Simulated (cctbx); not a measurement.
# Symmetry from intensities

Cell: a = 10.2420 Å, b = 10.2420 Å, c = 10.2420 Å, α = 90.00°, β = 90.00°, γ = 90.00°. Expected content of the cell: Pb24 Pt8 Sm2.

Simulated single-crystal data (cctbx): synchrotron X-rays, λ = 0.6889 Å, to d = 0.8 Å, 70 % of the full sphere, strongest reflection 40000 counts, noise from counting, a 1.5 % proportional error and a noise floor of 8 counts (s.d.); no absorption, some extinction.

A first pass over the reflections prints:

```text
6121 reflections to d = 0.802 A
centring   violations  <I/sigma> of those
    A       1254 of  3077     11.5
    B       1263 of  3082     11.6
    C       1269 of  3101     11.7
    I          0 of  3073     -0.0
    R       1699 of  4065     12.8
    F       1893 of  4630     11.6
Laue class    unique    Rint  (classes that these axes allow; Friedel mates merged)
I 1 2/m 1        1123   0.016
I 1 1 2/m        1129   0.016
I 2/m 1 1        1133   0.015
I m m m           638   0.017
I 4/m             576   0.500
I 4/m m m         346   0.502
I m -3            215   0.018
I m -3 m          134   0.503
space group    extra absences  I>4sigma  <I/sigma>
I 2 3                   0          0         -  acentric
I 21 3                  0          0         -  acentric
I m -3                  0          0         -  centric
Wilson B = 0.97 A^2   <|E^2-1|> = 0.916 (0.968 centric, 0.736 acentric)   E^2>4: 5.1 %
shell (A)         n   <I/sigma>
 7.24 - 1.60     33    102.2
 1.60 - 1.28     26    115.0
 1.28 - 1.12     27    107.4
 1.12 - 1.01     27     82.6
 1.01 - 0.94     27     77.4
 0.94 - 0.89     21     99.9
 0.89 - 0.84     31     86.0
 0.84 - 0.80     23     68.1
```

Q: Read the symmetry from these tables.

The reflections that I centring forbids are absent (⟨I/σ⟩ near 0), so the lattice is I.

Rint stays low (0.015 to 0.018) up to I m -3 and is 0.500 or more in the other classes.

3 settings pass the absence test. No glide or screw absences show, which leaves I 2 3, I 21 3 and I m -3.

⟨|E²−1|⟩ = 0.916 leans to a centrosymmetric structure. The Wilson B of 0.97 Å² means U ≈ 0.0123 Å².

The true group is Im-3 (no. 204), Laue class m-3, centrosymmetric. The tables only narrow the choice to the tied entries; cell content, site symmetry and trial solutions must settle it.

The model is made up (kin elements in a known structure type, no relaxation), so it says nothing on whether the phase exists.

[Logs are printed without paths, hosts, clocks, repeated set-up lines and the standing remarks that a program may print on its own settings, such as how far it seeks lower states.]
